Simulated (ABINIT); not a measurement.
# BeH2 (Fm-3m): from the cell to the phonon bands

How does BeH2 (Fm-3m) vibrate, and is this structure a minimum?

Program: ABINIT 10.8.3. Level of theory: DFT LDA, scalar-relativistic, plane waves, PseudoDojo norm-conserving pseudopotentials. Results are calculated unless marked as measured.

The structure was built from a prototype and need not be the compound's stable phase.

### 1. Set-up

Symmetry: Fm-3m, No. 225, cubic system. Conventional cell: a = 4.401 Å, b = 4.401 Å, c = 4.401 Å, α = 90.00°, β = 90.00°, γ = 90.00°. Be has 8 H at 1.91 Å nearest. Nearest to H lie 4 Be at 1.91 Å. Farther neighbours are not listed.

### 2. A first look

A first run with smearing and empty bands tells whether the crystal has a gap, which decides between fixed occupations and smearing later on.

probe.abi reads:

```
# ground state
tolvrs 1.0d-08
prtden 1
prtwf 1

# basis, mesh and filling
ecut 38.0
ngkpt 8 8 8
nshiftk 1
shiftk 0.0 0.0 0.0
istwfk *1
occopt 7
tsmear 0.005
nband 8
nstep 100
diemac 9.0
prtebands 0
prtgsr 0
useylm 1

# cell and atoms
acell 5.880196186 5.880196186 5.880196186
rprim 
    0.0 0.7071067812 0.7071067812
    0.7071067812 0.0 0.7071067812
    0.7071067812 0.7071067812 0.0
ntypat 2
znucl 4 1
natom 3
typat 1 2 2
xred 
    0.0 0.0 0.0
    0.25 0.25 0.25
    0.75 0.75 0.75
pp_dirpath "./pseudo"
pseudos "Be.upf, H.upf"
```

Command:

```bash
$ OMP_NUM_THREADS=1 mpirun -n 2 abinit probe.abi > probe.log
```

Numbers of over 12 decimals in the logs are rounded to 6 here.

probe.abo, the main output file:

```text
[banners, grids, parts of the stress and lines that vanish by symmetry left out]
- input  file    -> probe.abi
- output file    -> probe.abo
- root for input  files -> probei
[...]
Symmetries : space group Fm -3 m (#225); Bravais cF (face-center cubic)
[...]
mpw =        1639          nfft =       46656          nkpt =          29
[...]
== DATASET  1 ==================================================================
[...]
cutoff_energies: {ecut:  38.0, pawecutdg:  -1.0, }
[...]
ETOT  1  -14.905542194123    -1.491E+01 4.986E-02 2.799E+01
 ETOT  2  -14.916812976194    -1.127E-02 1.744E-03 1.198E+00
 ETOT  3  -14.917024051756    -2.111E-04 2.002E-04 1.417E-03
 ETOT  4  -14.917024289691    -2.379E-07 4.278E-04 2.216E-05
 ETOT  5  -14.917024292912    -3.220E-09 4.406E-05 3.488E-08
 ETOT  6  -14.917024292916    -4.823E-12 8.385E-05 7.475E-10
 At SCF step    6       vres2   =  7.47E-10 < tolvrs=  1.00E-08 =>converged.
[...]
sigma(1 1)=  6.95835001E-04  sigma(3 2)=  0.00000000E+00
  sigma(2 2)=  6.95835001E-04  sigma(3 1)=  0.00000000E+00
  sigma(3 3)=  6.95835001E-04  sigma(2 1)=  0.00000000E+00
[...]
convergence: {deltae: -4.823E-12, res2:  7.475E-10, residm:  8.385E-05, diffor: null, }
etotal    :  -1.49170243E+01
[...]
sigma(1 1)=  6.95835001E-04  sigma(3 2)=  0.00000000E+00
  sigma(2 2)=  6.95835001E-04  sigma(3 1)=  0.00000000E+00
  sigma(3 3)=  6.95835001E-04  sigma(2 1)=  0.00000000E+00
[...]
- sigma(1 1)=  2.04721725E+01  sigma(3 2)=  0.00000000E+00
- sigma(2 2)=  2.04721725E+01  sigma(3 1)=  0.00000000E+00
- sigma(3 3)=  2.04721725E+01  sigma(2 1)=  0.00000000E+00
[...]
fcart     -0.0000000000E+00 -0.0000000000E+00 -0.0000000000E+00
           strten      6.9583500055E-04  6.9583500055E-04  6.9583500055E-04
================================================================================

[key lines of the parts left out:]
pressure_GPa:  -2.0472E+01
```

Run time: 5.5 s. Hardware: 2 MPI ranks of Intel Xeon at 2.70GHz, shared host; 10 s of CPU time.

Numbers from this step:

| Property | Result |
| --- | --- |
| volume per atom | 7.101 Å³ |
| pressure | -20.47 GPa |
| gap on the k-mesh | 0 eV |

No gap opens on this mesh, so smearing is kept; the printed pressure holds the stress of the finite basis too.

### 3. Rough relaxation

The typed start is rough, so a first relaxation with smearing and loose thresholds takes it towards rest cheaply.

prerelax.abi reads:

```
# relaxation
ionmov 2
optcell 2
dilatmx 1.15
chkdilatmx 0
ntime 40
tolmxf 3.0d-04
tolvrs 1.0d-10
prtwf 0
prtden 0
chksymtnons 0

# basis, mesh and filling
ecut 38.0
ecutsm 3.0
ngkpt 6 6 6
nshiftk 1
shiftk 0.0 0.0 0.0
istwfk *1
occopt 7
tsmear 0.005
nband 8
nstep 100
diemac 1000000.0
prtebands 0
prtgsr 0
useylm 1

# cell and atoms
acell 5.880196186 5.880196186 5.880196186
rprim 
    0.0 0.7071067812 0.7071067812
    0.7071067812 0.0 0.7071067812
    0.7071067812 0.7071067812 0.0
ntypat 2
znucl 4 1
natom 3
typat 1 2 2
xred 
    0.0 0.0 0.0
    0.25 0.25 0.25
    0.75 0.75 0.75
pp_dirpath "./pseudo"
pseudos "Be.upf, H.upf"
```

Command:

```bash
$ OMP_NUM_THREADS=1 mpirun -n 2 abinit prerelax.abi > prerelax.log
```

prerelax.abo, the main output file:

```text
[banners, grids, parts of the stress and lines that vanish by symmetry left out]
- input  file    -> prerelax.abi
- output file    -> prerelax.abo
- root for input  files -> prerelaxi
[...]
Symmetries : space group Fm -3 m (#225); Bravais cF (face-center cubic)
[...]
mpw =        2457          nfft =       64000          nkpt =          16
[...]
== DATASET  1 ==================================================================
[...]
cutoff_energies: {ecut:  38.0, pawecutdg:  -1.0, }
[...]
ETOT  1  -14.903327348035    -1.490E+01 4.639E-02 3.758E+01
 ETOT  2  -14.917047583169    -1.372E-02 5.918E-03 2.412E-01
 ETOT  3  -14.917073137234    -2.555E-05 1.610E-04 1.587E-03
 ETOT  4  -14.917073214216    -7.698E-08 1.281E-04 6.198E-06
 ETOT  5  -14.917073214444    -2.282E-10 4.948E-05 1.611E-07
[...]
At SCF step    7       vres2   =  2.78E-12 < tolvrs=  1.00E-10 =>converged.
[...]
ETOT  6  -14.936265201422     1.066E-12 3.405E-10 1.342E-12
 At SCF step    6       vres2   =  1.34E-12 < tolvrs=  1.00E-10 =>converged.
[...]
sigma(1 1)= -2.86525178E-07  sigma(3 2)=  0.00000000E+00
  sigma(2 2)= -2.86525178E-07  sigma(3 1)=  0.00000000E+00
  sigma(3 3)= -2.86525178E-07  sigma(2 1)=  0.00000000E+00
[...]
convergence: {deltae:  1.066E-12, res2:  1.342E-12, residm:  3.405E-10, diffor: null, }
etotal    :  -1.49362652E+01
[...]
At Broyd/MD step   6, gradients are converged :
[...]
sigma(1 1)= -2.86525178E-07  sigma(3 2)=  0.00000000E+00
  sigma(2 2)= -2.86525178E-07  sigma(3 1)=  0.00000000E+00
  sigma(3 3)= -2.86525178E-07  sigma(2 1)=  0.00000000E+00
[...]
- sigma(1 1)= -8.42986179E-03  sigma(3 2)=  0.00000000E+00
- sigma(2 2)= -8.42986179E-03  sigma(3 1)=  0.00000000E+00
- sigma(3 3)= -8.42986179E-03  sigma(2 1)=  0.00000000E+00
[...]
fcart     -0.0000000000E+00 -0.0000000000E+00 -0.0000000000E+00
           strten     -2.8652517833E-07 -2.8652517833E-07 -2.8652517833E-07
================================================================================

[key lines of the parts left out:]
pressure_GPa:   8.4299E-03
Total energy (etotal) [Ha]= -1.49362652014219E+01
```

Run time: 23 s. Hardware: 2 MPI ranks.

The steps of the relaxation:

```tsv
step	energy less that of the first step (eV)	largest force (eV/Å)	volume (Å³)
1	0.0000	0.0000	21.30
2	-0.1540	0.0000	20.02
3	-0.4482	0.0000	13.14
4	-0.5173	0.0000	15.34
5	-0.5222	0.0000	14.89
6	-0.5222	0.0000	14.85
```

```tsv
conventional cell, symmetrised	before	after	change
a (Å)	4.401	3.901	-11.3 %
b (Å)	4.401	3.901	-11.3 %
c (Å)	4.401	3.901	-11.3 %
volume (Å³/atom)	7.10	4.95	-30.3 %
```

Final coordinates:

```xyz
3
Lattice="0.0000 1.9507 1.9507 1.9507 0.0000 1.9507 1.9507 1.9507 0.0000" Properties=species:S:1:pos:R:3 pbc="T T T"
Be    0.0000    0.0000    0.0000
H     0.9753    0.9753    0.9753
H     2.9260    2.9260    2.9260
```

Read from the output:

```yaml
volume_per_atom: 4.948 Å³
pressure: 0.008430 GPa
```

The volume changes by -30.3 % in this run and stands -30.3 % from the first cell.

### 4. Rough relaxation

The cell changed much, so the rough relaxation is repeated on a basis made for the new cell.

Changes to prerelax.abi since step 3:

```diff
@@ -15,3 +15,3 @@
 ecutsm 3.0
-ngkpt 6 6 6
+ngkpt 8 8 8
 nshiftk 1
@@ -29,3 +29,3 @@
 # cell and atoms
-acell 5.880196186 5.880196186 5.880196186
+acell 5.213166557 5.213166557 5.213166557
 rprim
```

prerelax.abo, the main output file:

```text
[banners, grids, parts of the stress and lines that vanish by symmetry left out]
- input  file    -> prerelax.abi
- output file    -> prerelax.abo
- root for input  files -> prerelaxi
[...]
Symmetries : space group Fm -3 m (#225); Bravais cF (face-center cubic)
[...]
mpw =        1727          nfft =       46656          nkpt =          29
[...]
== DATASET  1 ==================================================================
[...]
cutoff_energies: {ecut:  38.0, pawecutdg:  -1.0, }
[...]
ETOT  1  -14.926276556374    -1.493E+01 2.902E-02 2.222E+01
 ETOT  2  -14.935645030498    -9.368E-03 1.790E-03 2.326E-01
 ETOT  3  -14.935669331498    -2.430E-05 3.405E-04 2.349E-03
 ETOT  4  -14.935669416134    -8.464E-08 2.401E-04 4.195E-05
 ETOT  5  -14.935669419206    -3.072E-09 6.306E-05 7.402E-08
[...]
At SCF step    7       vres2   =  9.68E-13 < tolvrs=  1.00E-10 =>converged.
[...]
ETOT  6  -14.935671190072    -1.990E-13 2.937E-08 3.586E-13
 At SCF step    6       vres2   =  3.59E-13 < tolvrs=  1.00E-10 =>converged.
[...]
sigma(1 1)= -2.09110924E-08  sigma(3 2)=  0.00000000E+00
  sigma(2 2)= -2.09110924E-08  sigma(3 1)=  0.00000000E+00
  sigma(3 3)= -2.09110924E-08  sigma(2 1)=  0.00000000E+00
[...]
convergence: {deltae: -1.990E-13, res2:  3.586E-13, residm:  2.937E-08, diffor: null, }
etotal    :  -1.49356712E+01
[...]
At Broyd/MD step   3, gradients are converged :
[...]
sigma(1 1)= -2.09110924E-08  sigma(3 2)=  0.00000000E+00
  sigma(2 2)= -2.09110924E-08  sigma(3 1)=  0.00000000E+00
  sigma(3 3)= -2.09110924E-08  sigma(2 1)=  0.00000000E+00
[...]
- sigma(1 1)= -6.15225578E-04  sigma(3 2)=  0.00000000E+00
- sigma(2 2)= -6.15225578E-04  sigma(3 1)=  0.00000000E+00
- sigma(3 3)= -6.15225578E-04  sigma(2 1)=  0.00000000E+00
[...]
fcart     -0.0000000000E+00 -0.0000000000E+00 -0.0000000000E+00
           strten     -2.0911092374E-08 -2.0911092374E-08 -2.0911092373E-08
================================================================================

[key lines of the parts left out:]
pressure_GPa:   6.1523E-04
Total energy (etotal) [Ha]= -1.49356711900715E+01
```

Wall time 13 s (2 MPI ranks); 25 s of CPU time.

Step by step:

```tsv
step	energy less that of the first step (eV)	largest force (eV/Å)	volume (Å³)
1	0.0000	0.0000	14.85
2	0.0000	0.0000	14.86
3	0.0000	0.0000	14.89
```

```tsv
conventional cell, symmetrised	before	after	change
a (Å)	3.901	3.906	+0.1 %
b (Å)	3.901	3.906	+0.1 %
c (Å)	3.901	3.906	+0.1 %
volume (Å³/atom)	4.95	4.96	+0.3 %
```

Final coordinates:

```xyz
3
Lattice="0.0000 1.9528 1.9528 1.9528 0.0000 1.9528 1.9528 1.9528 0.0000" Properties=species:S:1:pos:R:3 pbc="T T T"
Be    0.0000    0.0000    0.0000
H     0.9764    0.9764    0.9764
H     2.9291    2.9291    2.9291
```

This step gave:

* volume per atom: 4.964 Å³
* pressure: 6.15e-4 GPa

The volume changes by +0.3 % in this run and stands -30.1 % from the first cell.

### 5. Relaxing the cell and atoms

The harmonic expansion needs vanishing forces, and a free crystal bears no stress, so cell and atoms are brought to rest. Stress is more sensitive to the basis than forces are: the last 3 Ha under the cutoff are smoothed with ecutsm, and the cutoff is raised above that of the later runs.

relax.abi reads:

```
# relaxation
ionmov 2
optcell 2
dilatmx 1.08
ntime 40
tolmxf 1.0d-05
tolvrs 1.0d-14
prtwf 0
prtden 0
chksymtnons 0

# basis, mesh and filling
ecut 47.0
ecutsm 3.0
ngkpt 12 12 12
nshiftk 1
shiftk 0.0 0.0 0.0
istwfk *1
occopt 6
tsmear 0.01
nband 8
nstep 100
diemac 1000000.0
prtebands 0
prtgsr 0
useylm 1

# cell and atoms
acell 5.218708001 5.218708001 5.218708001
rprim 
    0.0 0.7071067812 0.7071067812
    0.7071067812 0.0 0.7071067812
    0.7071067812 0.7071067812 0.0
ntypat 2
znucl 4 1
natom 3
typat 1 2 2
xred 
    0.0 0.0 0.0
    0.25 0.25 0.25
    0.75 0.75 0.75
pp_dirpath "./pseudo"
pseudos "Be.upf, H.upf"
```

Command:

```bash
$ OMP_NUM_THREADS=1 mpirun -n 2 abinit relax.abi > relax.log
```

relax.abo, the main output file:

```text
[banners, grids, parts of the stress and lines that vanish by symmetry left out]
- input  file    -> relax.abi
- output file    -> relax.abo
- root for input  files -> relaxi
[...]
Symmetries : space group Fm -3 m (#225); Bravais cF (face-center cubic)
[...]
mpw =        1964          nfft =       46656          nkpt =          72
[...]
== DATASET  1 ==================================================================
[...]
cutoff_energies: {ecut:  47.0, pawecutdg:  -1.0, }
[...]
ETOT  1  -14.925998838653    -1.493E+01 6.812E-02 2.286E+01
 ETOT  2  -14.935855626589    -9.857E-03 1.770E-03 1.437E-01
 ETOT  3  -14.935868733037    -1.311E-05 3.936E-04 2.539E-03
 ETOT  4  -14.935868827009    -9.397E-08 2.063E-04 2.843E-05
 ETOT  5  -14.935868827980    -9.716E-10 1.258E-04 2.105E-08
[...]
At SCF step    8       vres2   =  4.86E-16 < tolvrs=  1.00E-14 =>converged.
[...]
sigma(1 1)= -3.56593551E-06  sigma(3 2)=  0.00000000E+00
  sigma(2 2)= -3.56593551E-06  sigma(3 1)=  0.00000000E+00
  sigma(3 3)= -3.56593551E-06  sigma(2 1)=  0.00000000E+00
[...]
convergence: {deltae:  1.279E-13, res2:  4.863E-16, residm:  5.492E-05, diffor: null, }
etotal    :  -1.49358688E+01
[...]
ETOT  1  -14.935868898903    -1.494E+01 3.549E-05 5.416E-04
[...]
At SCF step    7       vres2   =  3.35E-17 < tolvrs=  1.00E-14 =>converged.
[...]
sigma(1 1)= -2.49099336E-06  sigma(3 2)=  0.00000000E+00
  sigma(2 2)= -2.49099336E-06  sigma(3 1)=  0.00000000E+00
  sigma(3 3)= -2.49099336E-06  sigma(2 1)=  0.00000000E+00
[...]
convergence: {deltae: -2.984E-13, res2:  3.345E-17, residm:  6.769E-06, diffor: null, }
etotal    :  -1.49358689E+01
[...]
ETOT  1  -14.935868874865    -1.494E+01 3.711E-06 2.914E-03
[...]
ETOT  6  -14.935869018930    -1.226E-13 6.448E-07 1.526E-13
 ETOT  7  -14.935869018929     1.883E-13 3.792E-07 1.814E-16
 At SCF step    7       vres2   =  1.81E-16 < tolvrs=  1.00E-14 =>converged.
[...]
sigma(1 1)= -1.94689945E-09  sigma(3 2)=  0.00000000E+00
  sigma(2 2)= -1.94689945E-09  sigma(3 1)=  0.00000000E+00
  sigma(3 3)= -1.94689945E-09  sigma(2 1)=  0.00000000E+00
[...]
convergence: {deltae:  1.883E-13, res2:  1.814E-16, residm:  3.792E-07, diffor: null, }
etotal    :  -1.49358690E+01
[...]
At Broyd/MD step   3, gradients are converged :
[...]
sigma(1 1)= -1.94689945E-09  sigma(3 2)=  0.00000000E+00
  sigma(2 2)= -1.94689945E-09  sigma(3 1)=  0.00000000E+00
  sigma(3 3)= -1.94689945E-09  sigma(2 1)=  0.00000000E+00
[...]
- sigma(1 1)= -5.72797593E-05  sigma(3 2)=  0.00000000E+00
- sigma(2 2)= -5.72797593E-05  sigma(3 1)=  0.00000000E+00
- sigma(3 3)= -5.72797593E-05  sigma(2 1)=  0.00000000E+00
[...]
fcart     -0.0000000000E+00 -0.0000000000E+00 -0.0000000000E+00
           strten     -1.9468994472E-09 -1.9468994472E-09 -1.9468994463E-09
================================================================================

[key lines of the parts left out:]
pressure_GPa:   5.7280E-05
Total energy (etotal) [Ha]= -1.49358690189294E+01
```

Elapsed: 38 s, on 2 MPI ranks.

Little changed from the start: no atom moved by 0.005 Å and no cell edge by 0.1 %.

Read from the output:

```yaml
volume_per_atom: 4.970 Å³
pressure: 5.73e-5 GPa
```

The volume changes by +0.1 % in this run and stands -30.0 % from the first cell.

### 6. Ground state

The response is built on these wavefunctions, so the potential is converged far more tightly than an energy would need. Smearing stays on, as the first look found no gap above 0.3 eV.

gs.abi reads:

```
# ground state
tolvrs 1.0d-16
prtden 1
prtwf 1

# basis, mesh and filling
ecut 38.0
ngkpt 12 12 12
nshiftk 1
shiftk 0.0 0.0 0.0
istwfk *1
occopt 6
tsmear 0.01
nband 8
nstep 100
diemac 1000000.0
prtebands 0
prtgsr 0
useylm 1

# cell and atoms
acell 5.220561402 5.220561402 5.220561402
rprim 
    0.0 0.7071067812 0.7071067812
    0.7071067812 0.0 0.7071067812
    0.7071067812 0.7071067812 0.0
ntypat 2
znucl 4 1
natom 3
typat 1 2 2
xred 
    0.0 0.0 0.0
    0.25 0.25 0.25
    0.75 0.75 0.75
pp_dirpath "./pseudo"
pseudos "Be.upf, H.upf"
```

Command:

```bash
$ OMP_NUM_THREADS=1 mpirun -n 2 abinit gs.abi > gs.log
```

gs.abo, the main output file:

```text
[banners, grids, parts of the stress and lines that vanish by symmetry left out]
- input  file    -> gs.abi
- output file    -> gs.abo
- root for input  files -> gsi
[...]
Symmetries : space group Fm -3 m (#225); Bravais cF (face-center cubic)
[...]
mpw =        1158          nfft =       27000          nkpt =          72
[...]
== DATASET  1 ==================================================================
[...]
cutoff_energies: {ecut:  38.0, pawecutdg:  -1.0, }
[...]
ETOT  1  -14.926440716083    -1.493E+01 4.976E-02 1.276E+01
 ETOT  2  -14.935652194776    -9.211E-03 2.342E-03 5.258E-02
 ETOT  3  -14.935658966172    -6.771E-06 3.658E-04 1.342E-03
 ETOT  4  -14.935659061029    -9.486E-08 3.761E-04 1.652E-05
 ETOT  5  -14.935659062147    -1.118E-09 1.283E-04 3.757E-08
 ETOT  6  -14.935659062154    -6.867E-12 7.276E-05 2.965E-10
 ETOT  7  -14.935659062154     7.461E-14 3.218E-05 1.672E-12
 ETOT  8  -14.935659062154    -1.403E-13 3.244E-05 3.498E-16
 ETOT  9  -14.935659062154    -1.030E-13 3.965E-05 9.197E-18
 At SCF step    9       vres2   =  9.20E-18 < tolvrs=  1.00E-16 =>converged.
[...]
sigma(1 1)=  2.91330945E-05  sigma(3 2)=  0.00000000E+00
  sigma(2 2)=  2.91330945E-05  sigma(3 1)=  0.00000000E+00
  sigma(3 3)=  2.91330945E-05  sigma(2 1)=  0.00000000E+00
[...]
convergence: {deltae: -1.030E-13, res2:  9.197E-18, residm:  3.965E-05, diffor: null, }
etotal    :  -1.49356591E+01
[...]
sigma(1 1)=  2.91330945E-05  sigma(3 2)=  0.00000000E+00
  sigma(2 2)=  2.91330945E-05  sigma(3 1)=  0.00000000E+00
  sigma(3 3)=  2.91330945E-05  sigma(2 1)=  0.00000000E+00
[...]
- sigma(1 1)=  8.57125234E-01  sigma(3 2)=  0.00000000E+00
- sigma(2 2)=  8.57125234E-01  sigma(3 1)=  0.00000000E+00
- sigma(3 3)=  8.57125234E-01  sigma(2 1)=  0.00000000E+00
[...]
fcart     -0.0000000000E+00 -0.0000000000E+00 -0.0000000000E+00
           strten      2.9133094543E-05  2.9133094543E-05  2.9133094543E-05
================================================================================

[key lines of the parts left out:]
pressure_GPa:  -8.5713E-01
```

Wall time 11 s (2 MPI ranks); 21 s of CPU time.

This step gave:

```
pressure : -0.8571 GPa
```

The cell stands at -0.86 GPa: the relaxation ran with a smoothed and higher cutoff, and the difference is a stress of the finite basis.

[end of part 1 of 5]

[Host names and launcher messages were left out of these logs when they were recorded.]

[Logs are printed without paths, hosts, clocks, repeated set-up lines and the standing remarks that a program may print on its own settings, such as how far it seeks lower states.]

[Hosts, paths, dates, database ids (printed as entryN), source tags and the programs' standing remarks are cut or masked in the printed files.]
